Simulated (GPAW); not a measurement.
# Screening of a field by Cr2C(OH)2 MXene monolayer, part 2 of 2

Wanted: the out-of-plane polarisability of Cr2C(OH)2 MXene monolayer.

GPAW 26.7.0; GPAW, PAW setups; layer in a repeated cell with vacuum, relaxation of atoms and in-plane cell (the session's first sound run).

So far. Step 5 (In a field): The dipole is now -0.0471 e Å, against 2.3e-4 in the run without a field. Step 8 (Field on): The dipole is now 0.0472 e Å, against 2.3e-4 in the run without a field.

## (9) In a field

Level of this step: GPAW, PAW setups; slab in vacuum (GPAW).

Input file run.py:

```python
import json
import numpy as np
from ase import Atoms
from gpaw import GPAW, PW
from gpaw.external import ConstantElectricField

slab = Atoms(
    ['H', 'O', 'Cr', 'C', 'Cr', 'O', 'H'],
    positions=[
        [0.00000, 1.73641, 7.00000],
        [-0.00000, 1.73641, 7.97370],
        [1.50378, 0.86821, 9.19481],
        [0.00000, 0.00000, 10.26570],
        [-0.00000, 1.73641, 11.33659],
        [1.50378, 0.86821, 12.55771],
        [1.50378, 0.86821, 13.53141]],
    cell=[[3.00756, 0.0, 0.0], [-1.50378, 2.60463, 0.0], [0.0, 0.0, 20.5314]],
    pbc=[True, True, False],
    magmoms=[0.0, 0.0, 2.0, 0.0, 2.0, 0.0, 0.0])

slab.calc = GPAW(mode=PW(500), xc='PBE', kpts={'size': (12, 12, 1), 'gamma': True},
                 occupations={'name': 'fermi-dirac', 'width': 0.05}, nbands='160%',
                 convergence={'density': 1e-05}, maxiter=200,
                 poissonsolver={'dipolelayer': 'xy'},
                 external=ConstantElectricField(0.2, [0, 0, 1]),
                 symmetry={'tolerance': 1e-3}, txt='slab.txt')
result = {}
energy = slab.get_potential_energy()
fermi = slab.calc.get_fermi_level()
v = slab.calc.get_electrostatic_potential().mean((0, 1)) - fermi
n = slab.calc.get_pseudo_density().mean((0, 1))
L = slab.cell[2, 2]
z = np.arange(len(v)) * L / len(v)
low, high = slab.positions[:, 2].min(), slab.positions[:, 2].max()
below, above = np.interp([low - 4.8, high + 4.8], z, v)
slopes = [np.interp(x, z, np.gradient(v, z)) for x in (low - 4.8, high + 4.8)]
eps = np.array([[slab.calc.get_eigenvalues(k, s) for k in range(len(slab.calc.get_ibz_k_points()))]
                for s in range(slab.calc.get_number_of_spins())]) - fermi
top, bottom = eps[eps < 0].max(), eps[eps > 0].min()
dipole = slab.get_dipole_moment()[2]
print(f'energy {energy:.4f} eV, Fermi level {fermi:.4f} eV, dipole {dipole:.5f} e A')
print(f'potential 4.8 A off the faces, from the Fermi level: lower {below:.4f} eV, upper {above:.4f} eV')
print(f'slope of the potential there: lower {slopes[0]:.5f}, upper {slopes[1]:.5f} eV/A')
print(f'nearest levels on the mesh: {top:.4f} and {bottom:.4f} eV')
print('magnetic moment', round(slab.get_magnetic_moment(), 3))
result.update(energy=energy, fermi=fermi, dipole=dipole, below=below, above=above, slopes=slopes, edges=[top, bottom],
              z=z.tolist(), v=v.tolist(), n=n.tolist(), positions=slab.positions.tolist(),
              forces=slab.get_forces(apply_constraint=False).tolist(), moments=slab.get_magnetic_moments().tolist())
json.dump(result, open('result.json', 'w'))
```

Command:

```sh
$ OMP_NUM_THREADS=1 OPENBLAS_NUM_THREADS=1 python run.py
```

Output:

```text
energy -48.9821 eV, Fermi level 1.6167 eV, dipole 0.09526 e A
potential 4.8 A off the faces, from the Fermi level: lower 2.9278 eV, upper 0.7363 eV
slope of the potential there: lower -0.01556, upper 0.00211 eV/A
nearest levels on the mesh: -0.0029 and 0.0414 eV
magnetic moment 4.501
```

Elapsed: 15 min, on 1 thread of Arm Neoverse V1, shared host; peak memory 0.62 GiB.

The electrostatic potential energy of an electron (without an applied field's), less the Fermi level, planar mean oscillates, so the rows of the table below give means over windows of 0.5 Å about each position, cut where the curve ends. Its maxima inside the range that stand out by 2 % of the span (Å: eV): 0.57: 2.94, 7.32: 0.737, 8.46: -4.89, 9.79: -8.84, 10.65: -9.01, 12.07: -5.62, 13.21: -0.477. Its minima: 6.94: -0.339, 7.98: -10.1, 9.22: -16.5, 10.27: -13.3, 11.31: -17.0, 12.55: -11.0, 13.59: -1.72.

Table of electrostatic potential energy of an electron (without an applied field's), less the Fermi level, planar mean by z; means over each step:

```csv
z (Å),"electrostatic potential energy of an electron (without an applied field's), less the Fermi level, planar mean (eV)"
0.0,2.24
0.5,2.87
1.0,2.94
1.5,2.93
2.0,2.93
2.5,2.92
3.0,2.91
3.5,2.88
4.0,2.85
4.5,2.79
5.0,2.69
5.5,2.51
6.0,2.19
6.5,1.37
7.0,0.0379
7.5,-1.14
8.0,-8.34
8.5,-6.05
9.0,-13.8
9.5,-12.8
10.0,-10.5
10.5,-10.8
11.0,-12.7
11.5,-14.7
12.0,-6.98
12.5,-9.30
13.0,-2.64
13.5,-1.28
14.0,-0.286
14.5,0.420
15.0,0.614
15.5,0.683
16.0,0.712
16.5,0.725
17.0,0.731
17.5,0.734
18.0,0.735
18.5,0.736
19.0,0.737
19.5,0.738
20.0,0.782
```

The dipole is now 0.0953 e Å, against 2.3e-4 in the run without a field.

## (10) Field on

Edit run.py of step 9 so:

```diff
@@ -24,3 +24,3 @@
                  poissonsolver={'dipolelayer': 'xy'},
-                 external=ConstantElectricField(0.2, [0, 0, 1]),
+                 external=ConstantElectricField(0.3, [0, 0, 1]),
                  symmetry={'tolerance': 1e-3}, txt='slab.txt')
```

Output:

```text
energy -48.9940 eV, Fermi level 1.5308 eV, dipole 0.14595 e A
potential 4.8 A off the faces, from the Fermi level: lower 3.6709 eV, upper 0.3191 eV
slope of the potential there: lower -0.03108, upper 0.00274 eV/A
nearest levels on the mesh: -0.0009 and 0.0260 eV
magnetic moment 4.496
```

Run time: 12 min. Hardware: 1 thread; peak memory 0.62 GiB.

The dipole is now 0.146 e Å, against 2.3e-4 in the run without a field.

## (11) The series

The members are put on one axis.

This step: induced dipole against applied field (GPAW 26.7.0).

The dipole along the normal by field:

```csv
field (V/Å),dipole along the normal (e·Å)
-0.200,-0.0953
-0.100,-0.0471
-0.050,-0.0235
0.000,2.3e-4
0.050,0.0235
0.100,0.0472
0.200,0.0953
0.300,0.146
```

## (12) A changed run

One more run, with changed settings.

This step: GPAW, PAW setups; slab in vacuum (GPAW 26.7.0).

Edit run.py of step 10 so:

```diff
@@ -3,4 +3,3 @@
 from ase import Atoms
-from gpaw import GPAW, PW
-from gpaw.external import ConstantElectricField
+from gpaw import GPAW
 
@@ -20,7 +19,6 @@
 
-slab.calc = GPAW(mode=PW(500), xc='PBE', kpts={'size': (12, 12, 1), 'gamma': True},
+slab.calc = GPAW(mode='fd', h=0.4, xc='PBE', kpts={'size': (12, 12, 1), 'gamma': True},
                  occupations={'name': 'fermi-dirac', 'width': 0.05}, nbands='160%',
-                 convergence={'density': 1e-05}, maxiter=200,
+                 convergence={'density': 1e-05}, maxiter=50,
                  poissonsolver={'dipolelayer': 'xy'},
-                 external=ConstantElectricField(0.3, [0, 0, 1]),
                  symmetry={'tolerance': 1e-3}, txt='slab.txt')
```

Output:

```text
energy -509.3669 eV, Fermi level -2.1718 eV, dipole 0.00006 e A
potential 4.8 A off the faces, from the Fermi level: lower 2.1724 eV, upper 2.1709 eV
slope of the potential there: lower -0.00039, upper 0.00039 eV/A
nearest levels on the mesh: -0.0368 and 0.0466 eV
magnetic moment 0.0
```

Elapsed: 2.5 min, on 1 thread; peak memory 0.2 GiB.

The run finished. A setting was moved off its sound value on purpose, so it serves as a test and not as the result.

The fault put into the input: a grid far too coarse (mode = "fd" and h = 0.4).

The two runs compared:

```csv
quantity,this run,sound run,difference
upper work function (eV),2.1709,1.6963,0.475
lower work function (eV),2.1724,1.6978,0.475
sum of the site moments (μB),4.347e-5,4.2559,-4.26
```

The two runs differ clearly in the sum of the site moments: 4.3e-5 μB against 4.26 μB.

## (13) Summary of results

```json
{"work function, both faces": "1.70 eV", "dipole along the normal": "2.3e-4 e Å, near the numerical noise", "induced dipole per field": "0.480 e Å per V/Å", "out-of-plane polarisability per area, α/(ε0 A)": "11.1 Å"}
```

In words: The field induces 0.480 e Å per V/Å, a polarisable thickness α/(ε0 A) of 11.1 Å beside 6.53 Å between the outermost nuclei. A perfect conductor would give the distance between its two image planes; a dielectric of thickness t gives t(1 - 1/ε). The induced dipole is linear in the field over this range. The starting lattice was a guess from atomic radii; the relaxation moved it by 6 %. The small printed dipole stands for a step of -5.4 meV from the lower to the upper face, and the probes find -1.5 meV; values this small are near the numerical noise of both. One magnetic start was tried; another order may lie lower. The layer's cell and atoms come from the relaxation; spin-orbit coupling and temperature are left out.

[Logs are printed without paths, hosts, clocks, repeated set-up lines and the standing remarks that a program may print on its own settings, such as how far it seeks lower states.]

[Hosts, paths, dates, database ids (printed as entryN), source tags and the programs' standing remarks are cut or masked in the printed files.]
